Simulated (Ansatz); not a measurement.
# Lattice dynamics of PbS2 (model cell, started as rutile)

Wanted: phonon frequencies of PbS2 (model cell, started as rutile) and what follows from them.

Main program and level: Ansatz 0.2.0; DFT PBEsol, scalar-relativistic, plane waves, PAW.

The structure was built from a prototype and need not be the compound's stable phase.

**1. Starting point**

Symmetry: P4_2/mnm, No. 136, tetragonal system. Conventional cell: a = 6.093 Å, b = 6.093 Å, c = 3.930 Å, α = 90.00°, β = 90.00°, γ = 90.00°. Nearest to Pb lie 6 S at 2.59 to 2.63 Å. Nearest to S lie 3 Pb at 2.59 to 2.63 Å. Farther neighbours and most contacts between anions are not listed.

**2. Bringing the structure to rest**

The cell and atoms are relaxed, since residual forces and stress would shift the frequencies.

input.yaml reads:

```yaml
crystal:
  lattice:
    - [6.09295, 0.0, 0.0]
    - [0.0, 6.09295, 0.0]
    - [0.0, 0.0, 3.92995]
  atoms:
    - { symbol: Pb, position: [0.0, 0.0, 0.0] }
    - { symbol: Pb, position: [0.5, 0.5, 0.5] }
    - { symbol: S, position: [0.305, 0.305, 0.0] }
    - { symbol: S, position: [0.695, 0.695, 0.0] }
    - { symbol: S, position: [0.805, 0.195, 0.5] }
    - { symbol: S, position: [0.195, 0.805, 0.5] }
kpoints:
  mp_grid: { grid: [6, 6, 8] }
hamiltonian:
  xc: pbesol
scf:
  occupations: { method: gaussian, width: 0.01 }
output:
  forces: true
  stress: true
  eigenvalues: true
  write_density: true
  write_potential: true
  elf: true
  volumetric_format: npy
relax:
  adjacent_minimum: "off"
  f_tol: 0.005
  max_steps: 80
  cell: { stress_tol: 0.05 }
```

Run with:

```console
> ansatz run input.yaml --threads 8 --pin off --max-ram 14336MiB --backend cpu --events-out ev --progress --plain --runs-dir out
```

Numbers of over 12 decimals in the logs are rounded to 6 here.

What it wrote:

```text
Engine: ansatz 0.2.0, aarch64-unknown-linux-gnu
Pseudopotentials: kind: paw
Pseudopotential: Pb, paw, valence charge 14, recommended cutoff 420 eV (normal), Pb.paw.azcp
Pseudopotential: S, paw, valence charge 6, recommended cutoff 420 eV (normal), S.paw.azcp
Functional definition: PBEsol
  exchange = pbesol_x
  correlation = pbesol_c
Crystal: 6 atoms, lattice volume = 145.896 Å³
Basis set: ecut = 420 eV, 2897 PW (Γ), exchange–correlation on 90×90×54 points (8 copies of the dense FFT grid, shifted against one another)
Bands: 32, of which v1, the nominal top of the filled ones, is band 26 counted from 1 (25 counted from 0)
Symmetry: 16 space group operations
Space group: P42/mnm (ITA 136), of the structure as read, at distance tolerance 5.3e-5 Å
k-points: 50 of 288
Non-local potential: Pb, projectors of the file, l = 0: 2, l = 1: 2, l = 2: 2, l = 3: 2
Non-local potential: S, projectors of the file, l = 0: 2, l = 1: 2, l = 2: 2
PAW form: soft (Blöchl's): semilocal exchange-correlation on the pseudo side does not see the compensation charge
PAW frozen core: Pb, regenerated for the run's functional, and the local potential with it (the file was generated under x = pbe(κ = 0.804, μ = 0.219515), c = pbe(β = 0.066725))
PAW frozen core: S, regenerated for the run's functional, and the local potential with it (the file was generated under x = pbe(κ = 0.804, μ = 0.219515), c = pbe(β = 0.066725))
PAW one-centre angular grid: Pb, 590 points (default); XC on 64 Gauss nodes
PAW one-centre angular grid: S, 110 points (default); XC on 64 Gauss nodes
Initial density: superposition of atomic densities (neutral atoms: chi_scale 0, normalization atom), corrected by the library's trained network
Initial wavefunctions: pseudopotential atomic-orbital guess
Functional: x = pbesol(κ = 0.804, μ = 0.123457), c = pbesol(β = 0.046)
SCF iter   1: F=—  HF=-27048.445881 eV  |F-HF|=—  |Δ(HF+E_count)|=         —  Δρ=4.87e-3  dr2=4.96e-2  ethr=1.77e-3  ⟨swp⟩=8.6  Hψ=8261  notcnv=0
preconditioner: auto → Resta (q_TF=auto, 2.297 Å⁻¹)  ε∞=3.8  [insulator: Δε(μ)=0.196 eV  Ē_g=13.342 eV  σ=0.010 eV  W_gap=1.00  n_scr=30 (ndim 8)  ℏωp=22.2 eV  f_vac=0.023  D(μ)=0.00/eV (n_scr^D=0)  ε∞_Penn≈3.8]
SCF iter   2: F=—  HF=-27048.433772 eV  |F-HF|=—  |Δ(HF+E_count)|=   1.21e-2  Δρ=2.00e-3  dr2=7.26e-3  ethr=9.55e-5  ⟨swp⟩=2.8  Hψ=2798  notcnv=0  defer=86
SCF iter   3: F=—  HF=-27048.432298 eV  |F-HF|=—  |Δ(HF+E_count)|=   1.47e-3  Δρ=4.95e-4  dr2=3.12e-4  ethr=1.40e-5  ⟨swp⟩=3.7  Hψ=3025  notcnv=0  defer=86
SCF iter   4: F=—  HF=-27048.432428 eV  |F-HF|=—  |Δ(HF+E_count)|=   1.30e-4  Δρ=1.32e-4  dr2=3.18e-5  ethr=5.99e-7  ⟨swp⟩=2.5  Hψ=2304  notcnv=0  defer=86
SCF iter   5: F=—  HF=-27048.432453 eV  |F-HF|=—  |Δ(HF+E_count)|=   2.47e-5  Δρ=2.87e-5  dr2=1.45e-6  ethr=6.12e-8  ⟨swp⟩=2.1  Hψ=2064  notcnv=0  defer=86
SCF iter   6: F=-27048.432454 eV  HF=-27048.432454 eV  |F-HF|=6.08e-8  |Δ(HF+E_count)|=   1.81e-6  Δρ=4.94e-6  dr2=4.81e-8  ethr=1.92e-10  ⟨swp⟩=14.2  Hψ=13626  notcnv=0
SCF 1 converged in 6 iterations: F = -27048.432454 eV  dr2 = 4.81e-8
  greatest PAW one-centre occupation: 0.983 electrons in one spin orbital (limit 2), on the Pb atom at site 1 (counted from 0), in its partial waves of l = 2
relax step   1: F+E_penalty+E_count = -27048.43245438 eV  Δ(F+E_penalty+E_count) = +0.000e0 eV  max|allowed force component| = 1.181e-1 eV/Å  Δτ_max = 0.0000 Å  P = +4.780 GPa  Ω = 145.896 Å³  (6 SCF iters, dr2 threshold 1.00e-7 eV, accepted)
Crystal: 6 atoms, lattice volume = 161.493 Å³
Basis set: ecut = 420 eV, 3177 PW (Γ), exchange–correlation on 90×90×54 points (8 copies of the dense FFT grid, shifted against one another)
Initial density: handed on by an earlier stage of this run
Initial wavefunctions: those handed on with the density
iter 1 solved again at ethr=9.25e-5 eV; its pass at ethr=3.10e-3 eV (dr2=4.81e-2 eV) is discarded
SCF iter   1: F=—  HF=-27048.562910 eV  |F-HF|=—  |Δ(HF+E_count)|=         —  Δρ=5.05e-3  dr2=4.95e-2  ethr=9.25e-5  ⟨swp⟩=2.2  Hψ=10963  notcnv=0
preconditioner: auto → Resta (q_TF=auto, 2.259 Å⁻¹)  ε∞=3.7  [insulator: Δε(μ)=0.100 eV  Ē_g=12.869 eV  σ=0.010 eV  W_gap=1.00  n_scr=38 (ndim 8)  ℏωp=21.1 eV  f_vac=0.045  D(μ)=0.00/eV (n_scr^D=0)  ε∞_Penn≈3.7]
SCF iter   2: F=—  HF=-27048.550937 eV  |F-HF|=—  |Δ(HF+E_count)|=   1.20e-2  Δρ=2.34e-3  dr2=8.19e-3  ethr=9.25e-5  ⟨swp⟩=2.1  Hψ=2392  notcnv=0
SCF iter   3: F=—  HF=-27048.550077 eV  |F-HF|=—  |Δ(HF+E_count)|=   8.60e-4  Δρ=5.21e-4  dr2=5.14e-4  ethr=1.58e-5  ⟨swp⟩=2.2  Hψ=2469  notcnv=0
SCF iter   4: F=—  HF=-27048.550307 eV  |F-HF|=—  |Δ(HF+E_count)|=   2.30e-4  Δρ=1.40e-4  dr2=4.75e-5  ethr=9.89e-7  ⟨swp⟩=2.6  Hψ=2371  notcnv=0
SCF iter   5: F=—  HF=-27048.550355 eV  |F-HF|=—  |Δ(HF+E_count)|=   4.74e-5  Δρ=3.19e-5  dr2=1.82e-6  ethr=9.13e-8  ⟨swp⟩=2.6  Hψ=2577  notcnv=0
SCF iter   6: F=-27048.550357 eV  HF=-27048.550357 eV  |F-HF|=8.72e-8  |Δ(HF+E_count)|=   2.54e-6  Δρ=8.53e-6  dr2=1.07e-7  ethr=1.15e-9  ⟨swp⟩=12.3  Hψ=13040  notcnv=0
SCF 2 converged in 6 iterations: F = -27048.550357 eV  dr2 = 1.07e-7
  Residual-converged pass: ⟨swp⟩=1.0  Hψ=1802  notcnv=0  max |occ|·‖R‖ = 7.0e-9 eV (tolerance 1.0e-8 eV)  dr2=1.07e-7  dr2_onsite=2.36e-8  max |Δocc| = 2.3e-23
  greatest PAW one-centre occupation: 0.982 electrons in one spin orbital (limit 2), on the Pb atom at site 1 (counted from 0), in its partial waves of l = 2
relax step   2: F+E_penalty+E_count = -27048.55035720 eV  Δ(F+E_penalty+E_count) = -1.179e-1 eV  max|allowed force component| = 1.020e-1 eV/Å  Δτ_max = 0.0077 Å  P = -1.693 GPa  Ω = 161.493 Å³  energy of the carried Pulay correction = -1.024e-3 eV  (6 SCF iters, dr2 threshold 6.00e-7 eV, accepted)
Crystal: 6 atoms, lattice volume = 157.304 Å³
Basis set: ecut = 420 eV, 3065 PW (Γ), exchange–correlation on 90×90×54 points (8 copies of the dense FFT grid, shifted against one another)
iter 1 solved again at ethr=5.56e-6 eV; its pass at ethr=3.10e-3 eV (dr2=2.89e-3 eV) is discarded
SCF iter   1: F=—  HF=-27048.579546 eV  |F-HF|=—  |Δ(HF+E_count)|=         —  Δρ=1.35e-3  dr2=3.28e-3  ethr=5.56e-6  ⟨swp⟩=3.0  Hψ=9980  notcnv=0
preconditioner: auto → Resta (q_TF=auto, 2.269 Å⁻¹)  ε∞=3.7  [insulator: Δε(μ)=0.158 eV  Ē_g=12.995 eV  σ=0.010 eV  W_gap=1.00  n_scr=38 (ndim 8)  ℏωp=21.3 eV  f_vac=0.030  D(μ)=0.00/eV (n_scr^D=0)  ε∞_Penn≈3.7]
SCF iter   2: F=—  HF=-27048.578742 eV  |F-HF|=—  |Δ(HF+E_count)|=   8.04e-4  Δρ=6.45e-4  dr2=5.86e-4  ethr=5.56e-6  ⟨swp⟩=2.0  Hψ=2396  notcnv=0
SCF iter   3: F=—  HF=-27048.578663 eV  |F-HF|=—  |Δ(HF+E_count)|=   7.85e-5  Δρ=1.33e-4  dr2=2.97e-5  ethr=1.13e-6  ⟨swp⟩=2.5  Hψ=2286  notcnv=0
SCF iter   4: F=—  HF=-27048.578673 eV  |F-HF|=—  |Δ(HF+E_count)|=   1.01e-5  Δρ=3.48e-5  dr2=2.68e-6  ethr=5.70e-8  ⟨swp⟩=2.4  Hψ=2415  notcnv=0
SCF iter   5: F=-27048.578676 eV  HF=-27048.578676 eV  |F-HF|=1.14e-7  |Δ(HF+E_count)|=   2.49e-6  Δρ=8.23e-6  dr2=1.20e-7  ethr=1.15e-9  ⟨swp⟩=12.3  Hψ=13196  notcnv=0
SCF 3 converged in 5 iterations: F = -27048.578676 eV  dr2 = 1.20e-7
  greatest PAW one-centre occupation: 0.982 electrons in one spin orbital (limit 2), on the Pb atom at site 0 (counted from 0), in its partial waves of l = 2
relax step   3: F+E_penalty+E_count = -27048.57867609 eV  Δ(F+E_penalty+E_count) = -2.832e-2 eV  max|allowed force component| = 1.618e-2 eV/Å  Δτ_max = 0.0076 Å  P = -0.263 GPa  Ω = 157.304 Å³  energy of the carried Pulay correction = -7.591e-4 eV  (5 SCF iters, dr2 threshold 6.00e-7 eV, accepted)
[...]
relax step   4: F+E_penalty+E_count = -27048.57980066 eV  Δ(F+E_penalty+E_count) = -1.125e-3 eV  max|allowed force component| = 9.006e-3 eV/Å  Δτ_max = 0.0001 Å  P = -0.070 GPa  Ω = 156.863 Å³  energy of the carried Pulay correction = -7.308e-4 eV  (4 SCF iters, dr2 threshold 6.00e-7 eV, accepted)
[...]
relax step   5: F+E_penalty+E_count = -27048.58027632 eV  Δ(F+E_penalty+E_count) = -4.757e-4 eV  max|allowed force component| = 1.874e-3 eV/Å  Δτ_max = 0.0014 Å  P = -0.020 GPa  Ω = 156.890 Å³  energy of the carried Pulay correction = -7.326e-4 eV  (4 SCF iters, dr2 threshold 1.29e-7 eV, accepted)
[...]
relax step   6: F+E_penalty+E_count = -27048.58036903 eV  Δ(F+E_penalty+E_count) = -9.271e-5 eV  max|allowed force component| = 3.558e-5 eV/Å  Δτ_max = 0.0004 Å  P = -0.001 GPa  Ω = 156.907 Å³  energy of the carried Pulay correction = -7.336e-4 eV  (4 SCF iters, dr2 threshold 1.75e-8 eV, accepted)
Initial wavefunctions: pseudopotential atomic-orbital guess (no wavefunctions were taken with the density)
iter 1 solved again at ethr=1.77e-7 eV; its pass at ethr=3.10e-3 eV (dr2=9.22e-5 eV) is discarded
SCF iter   1: F=—  HF=-27048.581121 eV  |F-HF|=—  |Δ(HF+E_count)|=         —  Δρ=7.11e-5  dr2=1.50e-6  ethr=1.77e-7  ⟨swp⟩=3.3  Hψ=13229  notcnv=0
SCF iter   2: F=—  HF=-27048.581126 eV  |F-HF|=—  |Δ(HF+E_count)|=   5.52e-6  Δρ=3.53e-5  dr2=3.19e-7  ethr=2.88e-9  ⟨swp⟩=2.0  Hψ=2584  notcnv=0
SCF iter   3: F=—  HF=-27048.581128 eV  |F-HF|=—  |Δ(HF+E_count)|=   2.04e-6  Δρ=4.85e-6  dr2=8.15e-9  ethr=6.14e-10  ⟨swp⟩=2.0  Hψ=2444  notcnv=0
SCF iter   4: F=—  HF=-27048.581128 eV  |F-HF|=—  |Δ(HF+E_count)|=   3.07e-8  Δρ=3.51e-7  dr2=1.46e-10  ethr=1.57e-11  ⟨swp⟩=2.8  Hψ=2979  notcnv=0
SCF iter   5: F=-27048.581128 eV  HF=-27048.581128 eV  |F-HF|=1.09e-11  |Δ(HF+E_count)|=  1.13e-10  Δρ=7.46e-8  dr2=1.37e-11  ethr=1.00e-12  ⟨swp⟩=7.6  Hψ=8350  notcnv=0
SCF 7 converged in 5 iterations: F = -27048.581128 eV  dr2 = 1.37e-11
relax step   7: F+E_penalty+E_count = -27048.58112826 eV  Δ(F+E_penalty+E_count) = -7.592e-4 eV  max|allowed force component| = 2.537e-5 eV/Å  Δτ_max = 0.0000 Å  P = -0.000 GPa  Ω = 156.907 Å³  stress off target by 5.92e-3 GPa  SCF on the basis re-selected at this cell (its energy is not comparable with the rows above)  (5 SCF iters)
basis re-selected at this cell: Δ(F+E_penalty+E_count) = -7.592e-4 eV, ΔP = +0.001 GPa vs the last step (what re-selecting the basis moved, of the pressure what is left beyond the Pulay correction that the steps carried, after the strain that the cell walked since its last selection, with what the two solves' SCF thresholds leave and, on support functions, any second-order correction that the steps lacked; it is no m [...]
SCF converged after 5 iterations
Free energy (F): -27048.581128 eV
Harris-Foulkes:  -27048.581128 eV  (|F-HF|=1.09e-11)
Internal energy: -27048.581128 eV  (E = F + TS)
E sigma→0 (E₀):  -27048.581128 eV
Fermi energy:    5.548785 eV
--- Per-component energies (eV) ---
  E_band       = -203.901117
  E_kinetic    = 1002.543184
  E_local      = -3285.339664  (includes V_loc(G=0)·N_el)
  E_nonlocal   = 824.463232
  E_hartree    = 1285.007999
  E_xc         = -814.768106
  E_vxc        = -605.588274  (∫ρ·V_xc dr)
  E_paw        = -22860.252116  (= ΣΔE_a)
  E_vpaw       = -709.995658  (= ΣTr[D̂ρ^β])
  E_aug_tail   = 0.000101  (compensation charges beyond the density's cutoff)
  E_ewald      = -3200.607789
  E_core_change = 0.372030  (= ΣΔE_core)
  E_smearing   = -0.000000  (= −TS)
  E_closure    = 0.000000  (closes the sum)
  Σ components = -27048.581128   (vs F -27048.581128, Δ=0.00e0)
--- Forces (eV/Å), atoms counted from 1 ---
  atom   1  Pb     0.00000000    -0.00000000    -0.00000000
  atom   2  Pb     0.00000000     0.00000000     0.00000000
  atom   3  S     -0.00002537    -0.00002537     0.00000000
  atom   4  S      0.00002537     0.00002537    -0.00000000
  atom   5  S     -0.00002537     0.00002537     0.00000000
  atom   6  S      0.00002537    -0.00002537    -0.00000000
  max |Σ_I F_I| component: 1.39e-17 eV/Å
--- Stress (GPa, compression-positive) ---
        0.002280       0.000000       0.000000
        0.000000       0.002280       0.000000
        0.000000       0.000000      -0.005917
  P = ⅓ Tr σ = -0.0005 GPa (-0.005 kbar)
--- Band table (eV; the first three rows and the last of 50) ---
  k-point 0: bands = [... 22 lower, 4.8386, 4.8386, 5.2536, 5.2536, 5.9038, 6.8601, 8.7154, 8.7154, ... 2 higher]
  k-point 1: bands = [... 22 lower, 4.2071, 5.2903, 5.2949, 5.2949, 5.7894, 7.2071, 9.3877, 9.3877, ... 2 higher]
  k-point 2: bands = [... 22 lower, 3.5576, 5.1492, 5.1492, 5.4642, 5.7662, 7.4634, 10.0561, 10.5461, ... 2 higher]
  k-point 49: bands = [... 22 lower, 4.9069, 4.9069, 5.0528, 5.0528, 5.8604, 5.8604, 10.6816, 10.6816, ... 2 higher]
--- Relaxed structure (6 steps of the walk, 6 accepted, 1 SCFs on fresh bases) ---
  F+E_penalty+E_count = -27048.58112826 eV   max|allowed force component| = 2.537e-5 eV/Å   (the final SCF, on the basis selected at the relaxed cell)
  cell:  # Å, volume = 156.9073 Å³
    - [6.281124, 0, 0.0]
    - [0, 6.281124, 0.0]
    - [0.0, 0.0, 3.977118]
  atoms:
    - { symbol: Pb, position: [0, 0, 0.0] }
    - { symbol: Pb, position: [0.500000, 0.500000, 0.5] }
    - { symbol: S, position: [0.305111, 0.305111, 0.0] }
    - { symbol: S, position: [0.694889, 0.694889, 0.0] }
    - { symbol: S, position: [0.805111, 0.194889, 0.5] }
    - { symbol: S, position: [0.194889, 0.805111, 0.5] }
```

Wall time 29 s (8 threads of Arm Neoverse N1, shared host); peak memory 0.72 GiB; 3.7 min of CPU time.

The steps of the relaxation:

```
step  energy less that of the first step (eV)  largest force component (eV/Å)  pressure (GPa)  volume (Å³)
   1                                   0.0000                          0.1181            4.78       145.90
   2                                  -0.1179                          0.1020           -1.69       161.49
   3                                  -0.1462                          0.0162           -0.26       157.30
   4                                  -0.1473                          0.0090           -0.07       156.86
   5                                  -0.1478                          0.0019           -0.02       156.89
   6                                  -0.1479                          0.0000            0.00       156.91
  7*                                  -0.1487                          0.0000            0.00       156.91
```

Relaxation steps marked * repeat the geometry before them on a plane-wave basis chosen anew for their cell, so energy and pressure can jump there.

Forces are held to the 16 operations that the run works with; a distortion that breaks them can't arise in this run.

```
conventional cell, symmetrised  before  after  change
                         a (Å)   6.093  6.281  +3.1 %
                         b (Å)   6.093  6.281  +3.1 %
                         c (Å)   3.930  3.977  +1.2 %
              volume (Å³/atom)   24.32  26.15  +7.5 %
```

The relaxed structure:

```xyz
6
Lattice="6.2811 0.0000 0.0000 0.0000 6.2811 0.0000 0.0000 0.0000 3.9771" Properties=species:S:1:pos:R:3 pbc="T T T"
Pb    0.0000    0.0000    0.0000
Pb    3.1406    3.1406    1.9886
S     1.9164    1.9164    0.0000
S     4.3647    4.3647    0.0000
S     5.0570    1.2241    1.9886
S     1.2241    5.0570    1.9886
```

This step gave:

```yaml
pressure: -4.52e-4 GPa
gap_on_the_k_mesh: 0.1696 eV
volume_per_atom: 26.15 Å³
direct_gap_on_mesh: 0.2338 eV
```

ELF in the ab plane at fractional z = 0.000, with atoms of Pb and S within 0.2 Å of it. It is the smooth field of the valence electrons, not physical close to the nuclei.

Ten even steps from '_' (0.00) to '@' (0.90), each cell a mean:
```
__..--::..________..::::::::----__
::----::..______::**####**==------
----::..________++%%@@@@@@%%++----
::....________..##@@@@%%##@@%%==::
______________..**@@%%--::##@@**::
______________..++%%##::--%%@@##::
________________::**%%##%%@@@@##::
____..--====::__..--**%%@@@@%%**..
__..**%%%%%%**--....::++**##++::__
__==%%@@@@@@%%**--____......______
__++@@@@%%==**%%**::______________
..==%%@@==__==@@%%==______________
..--##@@**==%%@@%%==__________....
::::==%%@@@@@@@@%%--________..::::
------==##%%@@%%**..______..::----
..::--::--==++==..________..----..
__..--::....______________::--::__
```
Columns run along a (6.3 Å), rows up along b (6.3 Å). Atoms in or near the plane, at fractional coordinates: Pb at (0.00, 0.00), S at (0.31, 0.31), S at (0.69, 0.69).

Electrostatic potential energy in the ab plane at fractional z = 0.000, with atoms of Pb and S within 0.2 Å of it. With pseudopotentials it is smooth inside the atoms' cores, unlike the true potential.

Values in eV, 9 rows by 16 columns, each cell a mean:
```
-28 -31 -14   4   9  11  11  12  12  11  10   9   6  -2 -26 -30
 -6  -1   5   8  10  11  11  11  10   4  -9 -14  -8   2   2  -4
  9  10  10  10  11  11  11  10   6 -16 -30 -24 -31  -7   7   9
 12  12  11  11  11  10  10   9   7  -3 -19 -21 -14   3  10  11
 12  12  11   9   5   3   6   8   8   8   8   8   9  11  12  12
 11  10   6 -13 -26 -27 -20   1   8  10  10  11  11  11  11  11
  8   8   3 -20 -29 -27 -25   1   9  11  11  11  10  10   9   8
-17 -10   1   2  -2  -2   5  10  11  11  11  10   9   5  -4 -15
-23 -32 -19   3   8  10  11  12  12  12  11  10   7  -4 -31 -28
```
Columns run along a (6.3 Å; values clipped at the 3rd and 97th percentile), rows up along b (6.3 Å). Atoms in or near the plane, at fractional coordinates: Pb at (0.00, 0.00), S at (0.31, 0.31), S at (0.69, 0.69).

Valence density in the ab plane at fractional z = 0.000, with atoms of Pb and S within 0.2 Å of it. It is the smooth field of the valence electrons, not physical close to the nuclei.

Ten steps, logarithmic in the rise over the least value, from '0' (0.01 × 1e0 e/Å³) to '9' (9.26 × 1e0 e/Å³), each cell a mean:
```
98521000000112468
76420000011222356
43210000123444334
21100000135555422
00000000245445421
00000000245445421
00000000134555310
00001111123443210
00122322111221100
00234543210000000
01345554210000000
01354255310000000
12345454210000001
33344543200000122
65333332100001245
87532110000001368
98631000000002479
```
Columns run along a (6.3 Å), rows up along b (6.3 Å). Atoms in or near the plane, at fractional coordinates: Pb at (0.00, 0.00), S at (0.31, 0.31), S at (0.69, 0.69).

In this step the volume went from 24.32 to 26.15 Å³/atom.

(Part 1 of 3 ends here.)

[Logs are printed without paths, hosts, clocks, repeated set-up lines and the standing remarks that a program may print on its own settings, such as how far it seeks lower states.]

[Hosts, paths, dates, database ids (printed as entryN), source tags and the programs' standing remarks are cut or masked in the printed files.]
